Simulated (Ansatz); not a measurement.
## AgCl (Chlorargyrite, Fm-3m): a volume series of phonon spectra

Aim: how the vibrations of AgCl (Chlorargyrite) shift with volume, and the expansion that follows.

Measurements to reproduce:
- volume expansion coefficient 98.7 1e-6/K near room temperature (given in “Descriptors for thermal expansion in solids”, 2017, arXiv:1701.03966)
- heat capacity C_P per formula unit 53 J/mol/K near room temperature (given in “High-Throughput Prediction of Finite-Temperature Properties using the Quasi-Harmonic Approximation”, 2016, arXiv:1603.06924)

Main program and level: Ansatz 0.2.0; DFT LDA, scalar-relativistic, plane waves, PAW.

The database entry behind the starting cell differs from later determinations by our own check (an axis about 1.4 % short against later determinations), so it need not match the best structure at ambient conditions.

**1. The starting structure**

It takes space group Fm-3m (No. 225, cubic). The conventional cell has a = 5.470 Å, b = 5.470 Å, c = 5.470 Å, α = 90.00°, β = 90.00°, γ = 90.00°. Ag has 6 Cl at 2.73 Å nearest. Cl has 6 Ag at 2.73 Å nearest. Farther neighbours and most contacts between anions are not listed.

**2. Probe on a coarse mesh**

Before spending time, one coarse run tells the gap and the pressure of the starting cell.

The input, input.yaml:

```yaml
crystal:
  lattice:
    - [0.0, 2.735, 2.735]
    - [2.735, 0.0, 2.735]
    - [2.735, 2.735, 0.0]
  atoms:
    - { symbol: Ag, position: [0.0, 0.0, 0.0] }
    - { symbol: Cl, position: [0.5, 0.5, 0.5] }
kpoints:
  mp_grid: { grid: [6, 6, 6] }
hamiltonian:
  xc: lda
scf:
  occupations: { method: gaussian, width: 0.1 }
output:
  forces: true
  stress: true
  eigenvalues: true
```

Command:

```
$ ansatz run input.yaml --threads 4 --pin off --max-ram 16384MiB --backend cpu --events-out ev --progress --plain --runs-dir out
```

Numbers of over 12 decimals in the logs are rounded to 6 here.

What it wrote:

```text
Engine: ansatz 0.2.0, aarch64-unknown-linux-gnu
Pseudopotentials: kind: paw
Pseudopotential: Ag, paw, valence charge 19, recommended cutoff 420 eV (normal), Ag.paw.azcp
Pseudopotential: Cl, paw, valence charge 7, recommended cutoff 420 eV (normal), Cl.paw.azcp
Functional definition: SPW92
  exchange = slater_x
  correlation = pw_c
Crystal: 2 atoms, lattice volume = 40.917 Å³
Basis set: ecut = 420 eV, 821 PW (Γ)
Bands: 17, of which v1, the nominal top of the filled ones, is band 13 counted from 1 (12 counted from 0)
Symmetry: 48 space group operations
Space group: Fm-3m (ITA 225), of the structure as read, at distance tolerance 3.4e-5 Å
k-points: 16 of 216
Non-local potential: Ag, projectors of the file, l = 0: 3, l = 1: 2, l = 2: 2, l = 3: 1
Non-local potential: Cl, projectors of the file, l = 0: 2, l = 1: 2, l = 2: 2
PAW form: soft (Blöchl's): semilocal exchange-correlation on the pseudo side does not see the compensation charge
PAW frozen core: Ag, regenerated for the run's functional, and the local potential with it (the file was generated under x = pbe(κ = 0.804, μ = 0.219515), c = pbe(β = 0.066725))
PAW frozen core: Cl, regenerated for the run's functional, and the local potential with it (the file was generated under x = pbe(κ = 0.804, μ = 0.219515), c = pbe(β = 0.066725))
PAW one-centre angular grid: Ag, 590 points (default); XC on 64 Gauss nodes
PAW one-centre angular grid: Cl, 110 points (default); XC on 64 Gauss nodes
Initial density: superposition of atomic densities (neutral atoms: chi_scale 0, normalization atom), corrected by the library's trained network
Initial wavefunctions: pseudopotential atomic-orbital guess
Functional: x = slater, c = lda
SCF iter   1: F=—  HF=-8502.911677 eV  |F-HF|=—  |Δ(HF+E_count)|=         —  Δρ=1.18e-2  dr2=5.14e-2  ethr=1.77e-3  ⟨swp⟩=5.4  Hψ=1271  notcnv=0
preconditioner: auto → none  [insulator: Δε(μ)=0.466 eV  Ē_g=10.838 eV  σ=0.100 eV  W_gap=1.00  n_scr=14 (ndim 8)  ℏωp=24.6 eV  f_vac=0.026  D(μ)=0.00/eV (n_scr^D=0)  ε∞_Penn≈6.2]
SCF iter   2: F=—  HF=-8502.896740 eV  |F-HF|=—  |Δ(HF+E_count)|=   1.49e-2  Δρ=4.76e-3  dr2=4.65e-3  ethr=1.98e-4  ⟨swp⟩=2.2  Hψ=584  notcnv=0
SCF iter   3: F=—  HF=-8502.895308 eV  |F-HF|=—  |Δ(HF+E_count)|=   1.43e-3  Δρ=2.00e-3  dr2=8.27e-4  ethr=1.79e-5  ⟨swp⟩=2.2  Hψ=455  notcnv=0
SCF iter   4: F=—  HF=-8502.895089 eV  |F-HF|=—  |Δ(HF+E_count)|=   2.19e-4  Δρ=7.55e-4  dr2=1.55e-4  ethr=3.18e-6  ⟨swp⟩=2.0  Hψ=367  notcnv=0
SCF iter   5: F=—  HF=-8502.895039 eV  |F-HF|=—  |Δ(HF+E_count)|=   5.02e-5  Δρ=9.26e-5  dr2=2.08e-6  ethr=5.96e-7  ⟨swp⟩=2.1  Hψ=383  notcnv=0
SCF iter   6: F=—  HF=-8502.895048 eV  |F-HF|=—  |Δ(HF+E_count)|=   8.68e-6  Δρ=8.48e-6  dr2=1.89e-8  ethr=3.85e-10  ⟨swp⟩=3.6  Hψ=1209  notcnv=0
SCF iter   7: F=-8502.895048 eV  HF=-8502.895048 eV  |F-HF|=2.18e-11  |Δ(HF+E_count)|=   3.98e-9  Δρ=4.74e-7  dr2=5.60e-11  ethr=7.27e-11  ⟨swp⟩=2.0  Hψ=879  notcnv=0
SCF 1 converged in 7 iterations: F = -8502.895048 eV  dr2 = 5.60e-11
  greatest PAW one-centre occupation: 1.002 electrons in one spin orbital (limit 2), on the Ag atom at site 0 (counted from 0), in its partial waves of l = 0
SCF converged after 7 iterations
Free energy (F): -8502.895048 eV
Harris-Foulkes:  -8502.895048 eV  (|F-HF|=2.18e-11)
Internal energy: -8502.895048 eV  (E = F + TS)
E sigma→0 (E₀):  -8502.895048 eV
Entropy (-TS):   -0.000000 eV (-0.000 meV/atom)
Fermi energy:    8.837746 eV
--- Per-component energies (eV) ---
  E_band       = -352.431072
  E_kinetic    = 688.822298
  E_local      = -3150.351805  (includes V_loc(G=0)·N_el)
  E_nonlocal   = 120.717661
  E_hartree    = 1378.964806
  E_xc         = -287.355724
  E_vxc        = -353.135948  (∫ρ·V_xc dr)
  E_paw        = -4398.815510  (= ΣΔE_a)
  E_vpaw       = -416.413293  (= ΣTr[D̂ρ^β])
  E_aug_tail   = 0.000371  (compensation charges beyond the density's cutoff)
  E_ewald      = -2855.792444
  E_core_change = 0.915299  (= ΣΔE_core)
  E_smearing   = -0.000000  (= −TS)
  E_closure    = -0.000000  (closes the sum)
  Σ components = -8502.895048   (vs F -8502.895048, Δ=0.00e0)
--- Forces (eV/Å), atoms counted from 1 ---
  atom   1  Ag    -0.00000000     0.00000000    -0.00000000
  atom   2  Cl     0.00000000    -0.00000000     0.00000000
  max |Σ_I F_I| component: 3.62e-30 eV/Å
--- Stress (GPa, compression-positive) ---
       -3.758366      -0.000000      -0.000000
       -0.000000      -3.758366      -0.000000
        0.000000       0.000000      -3.758366
  P = ⅓ Tr σ = -3.7584 GPa (-37.584 kbar)
--- Band table (eV; the first three rows and the last of 16) ---
  k-point 0: bands = [... 9 lower, 5.8619, 6.0388, 6.0388, 6.0388, 9.1273, 19.0599, 19.0599, 19.0599]
  k-point 1: bands = [... 9 lower, 5.9245, 6.1977, 7.0980, 7.0980, 10.3490, 17.1051, 18.3581, 18.3581]
  k-point 2: bands = [... 9 lower, 6.1327, 6.4342, 8.0903, 8.0903, 11.9705, 15.3474, 16.5718, 16.5718]
  k-point 15: bands = [... 9 lower, 6.3744, 6.3779, 6.4028, 7.0401, 11.8373, 16.0541, 16.5017, 17.2476]
```

Wall time 0.34 s (4 threads of Arm Neoverse V2, shared host); peak memory 0.28 GiB.

This step gave:

```yaml
pressure: -3.758 GPa
volume_per_atom: 20.46 Å³
gap_on_the_k_mesh: 0.6120 eV
```

The start is under -3.8 GPa at this level and looks like an insulator or semiconductor on this mesh.

**3. Relaxation**

Phonons are second derivatives about a minimum, so cell and atoms are relaxed first, inside the symmetry of the start.

input.yaml, the sections that differ from step 2:

```yaml
kpoints:
  mp_grid: { grid: [8, 8, 8] }
scf:
  occupations: { method: gaussian, width: 0.02 }
output:
  forces: true
  stress: true
  eigenvalues: true
  write_density: true
  write_potential: true
  elf: true
  volumetric_format: npy
relax:
  adjacent_minimum: "off"
  f_tol: 0.005
  max_steps: 80
  cell: { stress_tol: 0.05 }
# crystal, hamiltonian: as in step 2
```

What it wrote:

```text
[...]
Crystal: 2 atoms, lattice volume = 40.917 Å³
Basis set: ecut = 420 eV, 821 PW (Γ)
Bands: 17, of which v1, the nominal top of the filled ones, is band 13 counted from 1 (12 counted from 0)
Symmetry: 48 space group operations
[...]
k-points: 29 of 512
[...]
SCF iter   1: F=—  HF=-8502.912590 eV  |F-HF|=—  |Δ(HF+E_count)|=         —  Δρ=1.18e-2  dr2=5.18e-2  ethr=1.77e-3  ⟨swp⟩=5.4  Hψ=2396  notcnv=0
[...]
SCF iter   7: F=-8502.895860 eV  HF=-8502.895860 eV  |F-HF|=2.36e-11  |Δ(HF+E_count)|=   4.46e-9  Δρ=4.94e-7  dr2=5.92e-11  ethr=7.94e-11  ⟨swp⟩=5.4  Hψ=2677  notcnv=0
SCF 1 converged in 7 iterations: F = -8502.895860 eV  dr2 = 5.92e-11
[...]
relax step   1: F+E_penalty+E_count = -8502.89586041 eV  Δ(F+E_penalty+E_count) = +0.000e0 eV  max|allowed force component| = 2.209e-29 eV/Å  Δτ_max = 0.0000 Å  P = -3.772 GPa  Ω = 40.917 Å³  (7 SCF iters, dr2 threshold 1.00e-7 eV, accepted)
Crystal: 2 atoms, lattice volume = 37.961 Å³
Basis set: ecut = 420 eV, 725 PW (Γ)
[...]
iter 1 solved again at ethr=5.02e-6 eV; its pass at ethr=3.10e-3 eV (dr2=1.31e-3 eV) is discarded
[...]
SCF iter   6: F=-8502.927215 eV  HF=-8502.927215 eV  |F-HF|=1.12e-9  |Δ(HF+E_count)|=   7.96e-8  Δρ=4.56e-6  dr2=5.28e-9  ethr=7.69e-10  ⟨swp⟩=8.2  Hψ=2864  notcnv=0
SCF 2 converged in 6 iterations: F = -8502.927215 eV  dr2 = 5.28e-9
relax step   2: F+E_penalty+E_count = -8502.92721525 eV  Δ(F+E_penalty+E_count) = -3.135e-2 eV  max|allowed force component| = 2.334e-30 eV/Å  Δτ_max = 0.0000 Å  P = +0.764 GPa  Ω = 37.961 Å³  energy of the carried Pulay correction = +2.689e-4 eV  (6 SCF iters, dr2 threshold 2.00e-7 eV, accepted)
Crystal: 2 atoms, lattice volume = 38.429 Å³
Basis set: ecut = 420 eV, 749 PW (Γ)
[...]
SCF iter   4: F=-8502.928116 eV  HF=-8502.928116 eV  |F-HF|=2.58e-9  |Δ(HF+E_count)|=   4.12e-7  Δρ=7.13e-6  dr2=9.42e-9  ethr=7.69e-10  ⟨swp⟩=6.9  Hψ=3153  notcnv=0
SCF 3 converged in 4 iterations: F = -8502.928116 eV  dr2 = 9.42e-9
relax step   3: F+E_penalty+E_count = -8502.92811588 eV  Δ(F+E_penalty+E_count) = -9.006e-4 eV  max|allowed force component| = 6.968e-30 eV/Å  Δτ_max = 0.0000 Å  P = -0.106 GPa  Ω = 38.429 Å³  energy of the carried Pulay correction = +2.250e-4 eV  (4 SCF iters, dr2 threshold 2.00e-7 eV, accepted)
[...]
relax step   4: F+E_penalty+E_count = -8502.92814093 eV  Δ(F+E_penalty+E_count) = -2.504e-5 eV  max|allowed force component| = 3.944e-30 eV/Å  Δτ_max = 0.0000 Å  P = -0.002 GPa  Ω = 38.371 Å³  energy of the carried Pulay correction = +2.304e-4 eV  (3 SCF iters, dr2 threshold 2.83e-8 eV, accepted)
[...]
SCF iter   6: F=-8502.927860 eV  HF=-8502.927860 eV  |F-HF|=0.00e0  |Δ(HF+E_count)|=  3.64e-12  Δρ=3.09e-8  dr2=1.04e-13  ethr=1.00e-12  ⟨swp⟩=5.0  Hψ=1955  notcnv=0
SCF 5 converged in 6 iterations: F = -8502.927860 eV  dr2 = 1.04e-13
relax step   5: F+E_penalty+E_count = -8502.92785996 eV  Δ(F+E_penalty+E_count) = +2.810e-4 eV  max|allowed force component| = 2.071e-30 eV/Å  Δτ_max = 0.0000 Å  P = +0.003 GPa  Ω = 38.371 Å³  stress off target by 2.51e-3 GPa  SCF on the basis re-selected at this cell (its energy is not comparable with the rows above)  (6 SCF iters)
basis re-selected at this cell: Δ(F+E_penalty+E_count) = +2.810e-4 eV, ΔP = +0.005 GPa vs the last step (what re-selecting the basis moved, of the pressure what is left beyond the Pulay correction that the steps carried, after the strain that the cell walked since its last selection, with what the two solves' SCF thresholds leave and, on support functions, any second-order correction that the steps lacked; it is no m [...]
SCF converged after 6 iterations
Free energy (F): -8502.927860 eV
[...]
Internal energy: -8502.927860 eV  (E = F + TS)
E sigma→0 (E₀):  -8502.927860 eV
Fermi energy:    10.009939 eV
[...]
--- Stress (GPa, compression-positive) ---
        0.002507      -0.000000      -0.000000
       -0.000000       0.002507      -0.000000
       -0.000000      -0.000000       0.002507
  P = ⅓ Tr σ = 0.0025 GPa (0.025 kbar)
--- Band table (eV; the first three rows and the last of 29) ---
  k-point 0: bands = [... 9 lower, 6.7387, 6.9417, 6.9417, 6.9417, 10.3226, 20.2021, 20.2021, 20.2021]
  k-point 1: bands = [... 9 lower, 6.7643, 7.0743, 7.7911, 7.7911, 11.1310, 18.8146, 19.9095, 19.9095]
  k-point 2: bands = [... 9 lower, 6.9319, 7.2501, 8.7041, 8.7041, 12.5233, 17.2198, 18.5602, 18.5602]
  k-point 28: bands = [... 9 lower, 7.2824, 7.3411, 7.3763, 8.1651, 13.8171, 17.3519, 17.3519, 17.4719]
--- Relaxed structure (4 steps of the walk, 4 accepted, 1 SCFs on fresh bases) ---
  F+E_penalty+E_count = -8502.92785996 eV   max|allowed force component| = 2.071e-30 eV/Å   (the final SCF, on the basis selected at the relaxed cell)
  cell:  # Å, volume = 38.3714 Å³
    - [0, 2.677068, 2.677068]
    - [2.677068, 0, 2.677068]
    - [2.677068, 2.677068, 0]
  atoms:
    - { symbol: Ag, position: [0, 0, 0] }
    - { symbol: Cl, position: [0.5, 0.5, 0.5] }
```

Elapsed: 1.8 s, on 4 threads; peak memory 0.32 GiB.

The steps of the relaxation:

```
step  energy less that of the first step (eV)  largest force component (eV/Å)  pressure (GPa)  volume (Å³)
   1                                   0.0000                          0.0000           -3.77        40.92
   2                                  -0.0314                          0.0000            0.76        37.96
   3                                  -0.0323                          0.0000           -0.11        38.43
   4                                  -0.0323                          0.0000            0.00        38.37
  5*                                  -0.0320                          0.0000            0.00        38.37
```

Relaxation steps marked * repeat the geometry before them on a plane-wave basis chosen anew for their cell, so energy and pressure can jump there.

The run keeps the 48 symmetry operations that it works with, so distortions that break them were not tested.

```
conventional cell, symmetrised  before  after  change
                         a (Å)   5.470  5.354  -2.1 %
                         b (Å)   5.470  5.354  -2.1 %
                         c (Å)   5.470  5.354  -2.1 %
              volume (Å³/atom)   20.46  19.19  -6.2 %
```

The relaxed structure:

```
Ag Cl
1.0
     0.00000    2.67707    2.67707
     2.67707    0.00000    2.67707
     2.67707    2.67707    0.00000
Ag Cl
1 1
Cartesian
  0.0000 0.0000 0.0000
  2.6771 2.6771 2.6771
```

Numbers from this step:

```
pressure          : 0.002507 GPa
gap on the k-mesh : 0.6267 eV
volume per atom   : 19.19 Å³
```

Electrostatic potential energy in the ac plane of the conventional cell at fractional y = 0.000, with atoms of Ag and Cl within 0.2 Å of it. With pseudopotentials it is smooth inside the atoms' cores, unlike the true potential.

Values in eV, 15 rows by 15 columns, each cell a mean:
```
-31 -23  -7   8  10  -4 -33 -42 -40 -18   6  10   1 -17 -28
-19 -12   2  11  12   6 -11 -24 -19   0  11  12   8  -6 -17
  0   5  10  13  13  12   8   5   6  10  13  13  12   8   1
 10  11  13  14  14  13  11  10  11  12  13  14  13  12  10
  5   9  12  13  13  10   5   0   2   8  12  13  13  11   6
-23  -9   7  12  11   2 -12 -18 -16  -5   8  12  10   0 -18
-42 -32  -3  10   8  -8 -23 -31 -28 -16   2  11   6 -19 -40
-43 -36  -7   9   7 -10 -26 -34 -31 -18   0  10   5 -24 -42
-37 -23   2  11   9  -4 -19 -26 -23 -12   5  11   8 -11 -33
 -7   2  10  13  12   7  -4 -10  -8   2  10  13  12   6  -4
  9  11  13  14  13  12   9   7   8  11  13  14  13  12  10
  7  10  12  13  14  13  11   9  10  12  13  14  13  11   8
 -9  -3   7  12  13  10   2  -7  -3   7  12  13  10   2  -7
-25 -18  -3  10  11   2 -23 -36 -32  -9   9  11   5 -12 -23
-34 -25  -9   7   9  -7 -37 -43 -42 -23   5  10   0 -19 -31
```
Columns run along a (5.4 Å; values clipped at the 3rd and 97th percentile), rows up along c (5.4 Å), edges of the conventional cell, whose origin can differ from the input's. Atoms in or near the plane, at fractional coordinates: Ag at (0.00, 0.00), Ag at (0.50, 0.50), Cl at (0.50, 0.00), Cl at (0.00, 0.50).

ELF in the ac plane of the conventional cell at fractional y = 0.000, with atoms of Ag and Cl within 0.2 Å of it. It is the smooth field of the valence electrons, not physical close to the nuclei.

Values, 15 rows by 15 columns, each cell a mean:
```
0.73 0.59 0.37 0.17 0.43 0.81 0.78 0.56 0.69 0.84 0.66 0.22 0.25 0.50 0.68
0.53 0.43 0.25 0.13 0.34 0.72 0.83 0.83 0.84 0.81 0.54 0.17 0.18 0.36 0.50
0.27 0.21 0.13 0.09 0.18 0.45 0.63 0.69 0.67 0.55 0.29 0.10 0.11 0.18 0.25
0.23 0.20 0.14 0.07 0.07 0.14 0.21 0.24 0.22 0.17 0.10 0.06 0.10 0.17 0.22
0.68 0.61 0.43 0.17 0.09 0.13 0.21 0.26 0.24 0.17 0.10 0.10 0.29 0.54 0.66
0.83 0.83 0.71 0.32 0.13 0.25 0.43 0.52 0.49 0.35 0.17 0.17 0.55 0.81 0.84
0.57 0.78 0.80 0.42 0.17 0.37 0.59 0.72 0.67 0.49 0.24 0.22 0.67 0.84 0.69
0.41 0.75 0.82 0.44 0.18 0.41 0.64 0.80 0.72 0.52 0.26 0.24 0.69 0.83 0.56
0.75 0.84 0.78 0.38 0.15 0.33 0.53 0.64 0.59 0.43 0.21 0.21 0.63 0.83 0.78
0.82 0.78 0.61 0.25 0.11 0.20 0.33 0.41 0.37 0.25 0.13 0.14 0.45 0.72 0.81
0.45 0.39 0.25 0.10 0.07 0.11 0.15 0.18 0.17 0.13 0.09 0.07 0.18 0.34 0.43
0.18 0.15 0.11 0.07 0.10 0.25 0.38 0.44 0.42 0.32 0.17 0.07 0.09 0.13 0.17
0.40 0.32 0.19 0.11 0.25 0.61 0.78 0.82 0.80 0.71 0.43 0.14 0.13 0.25 0.37
0.63 0.52 0.32 0.15 0.39 0.78 0.84 0.75 0.78 0.83 0.61 0.20 0.21 0.43 0.59
0.79 0.63 0.40 0.18 0.45 0.82 0.75 0.41 0.57 0.83 0.68 0.23 0.27 0.53 0.73
```
Columns run along a (5.4 Å), rows up along c (5.4 Å), edges of the conventional cell, whose origin can differ from the input's. Atoms in or near the plane, at fractional coordinates: Ag at (0.00, 0.00), Ag at (0.50, 0.50), Cl at (0.50, 0.00), Cl at (0.00, 0.50).

Valence density in the ac plane of the conventional cell at fractional y = 0.000, with atoms of Ag and Cl within 0.2 Å of it. It is the smooth field of the valence electrons, not physical close to the nuclei.

Values in e/Å³, 15 rows by 15 columns, each cell a mean:
```
15  8  2  0  0  1  2  1  1  1  1  0  1  4 12
 5  3  1  0  0  1  1  2  1  1  0  0  0  1  4
 1  1  0  0  0  0  0  1  1  0  0  0  0  0  1
 0  0  0  0  0  0  0  0  0  0  0  0  0  0  0
 1  0  0  0  0  0  1  1  1  0  0  0  0  0  1
 2  1  1  0  0  1  3  5  4  1  0  0  0  1  1
 1  2  1  0  0  2  8 15 12  4  1  0  1  1  1
 0  2  1  0  0  2 10 19 15  5  1  0  1  2  1
 2  2  1  0  0  1  5 10  8  3  1  0  0  1  2
 1  1  0  0  0  0  1  2  2  1  0  0  0  1  1
 0  0  0  0  0  0  0  0  0  0  0  0  0  0  0
 0  0  0  0  0  0  0  0  0  0  0  0  0  0  0
 2  1  0  0  0  0  1  1  1  1  0  0  0  1  2
10  5  1  0  0  1  2  2  2  1  0  0  1  3  8
18 10  2  0  0  1  2  0  1  2  1  0  1  5 15
```
Columns run along a (5.4 Å), rows up along c (5.4 Å), edges of the conventional cell, whose origin can differ from the input's. Atoms in or near the plane, at fractional coordinates: Ag at (0.00, 0.00), Ag at (0.50, 0.50), Cl at (0.50, 0.00), Cl at (0.00, 0.50).

The relaxation ends with a pressure of 0.00 GPa.

**4. Relaxing to small residual forces and stress**

The thresholds are tightened for a last relaxation ahead of the phonons, and where mesh or smearing change with them the cell follows.

The input, input.yaml:

```yaml
crystal:
  lattice:
    - [0.0, 2.6770675507, 2.6770675507]
    - [2.6770675507, 0.0, 2.6770675507]
    - [2.6770675507, 2.6770675507, 0.0]
  atoms:
    - { symbol: Ag, position: [0.0, 0.0, 0.0] }
    - { symbol: Cl, position: [0.5, 0.5, 0.5] }
kpoints:
  mp_grid: { grid: [8, 8, 8] }
hamiltonian:
  xc: lda
scf:
  occupations: { method: fixed }
output:
  forces: true
  stress: true
  eigenvalues: true
relax:
  adjacent_minimum: "off"
  f_tol: 0.001
  max_steps: 60
  cell: { stress_tol: 0.01 }
```

What it wrote:

```text
[...]
Crystal: 2 atoms, lattice volume = 38.371 Å³
Basis set: ecut = 420 eV, 749 PW (Γ)
Bands: 17, of which v1, the nominal top of the filled ones, is band 13 counted from 1 (12 counted from 0)
Symmetry: 48 space group operations
[...]
k-points: 29 of 512
[...]
k-point 28: bands = [... 9 lower, 7.2824, 7.3411, 7.3763, 8.1651, 13.8171, 17.3519, 17.3519, 17.4719]
--- Relaxed structure (1 steps of the walk, 1 accepted, 1 SCFs on fresh bases) ---
[...]
cell:  # Å, volume = 38.3714 Å³
    - [0.0, 2.6770675507, 2.6770675507]
    - [2.6770675507, 0.0, 2.6770675507]
    - [2.6770675507, 2.6770675507, 0.0]
  atoms:
    - { symbol: Ag, position: [0.0, 0.0, 0.0] }
    - { symbol: Cl, position: [0.5, 0.5, 0.5] }
[key lines of the parts left out:]
SCF converged after 5 iterations
Free energy (F): -8502.927860 eV
Fermi energy:    9.695937 eV
P = ⅓ Tr σ = 0.0025 GPa (0.025 kbar)
```

The job ended after 0.78 s (4 threads; peak memory 0.3 GiB; 2.4 s of CPU time).

Little changed from the start: no atom moved by 0.005 Å and no cell edge by 0.1 %.

This step gave:

- pressure: 0.002508 GPa

The residual pressure is 0.0025 GPa, small enough for phonons.

[end of part 1 of 4]

[Logs are printed without paths, hosts, clocks, repeated set-up lines and the standing remarks that a program may print on its own settings, such as how far it seeks lower states.]

[Hosts, paths, dates, database ids (printed as entryN), source tags and the programs' standing remarks are cut or masked in the printed files.]

[A step with changed settings may run another functional than the one named; its input shows which.]

[Of the runs on displaced cells, only some may be shown.]
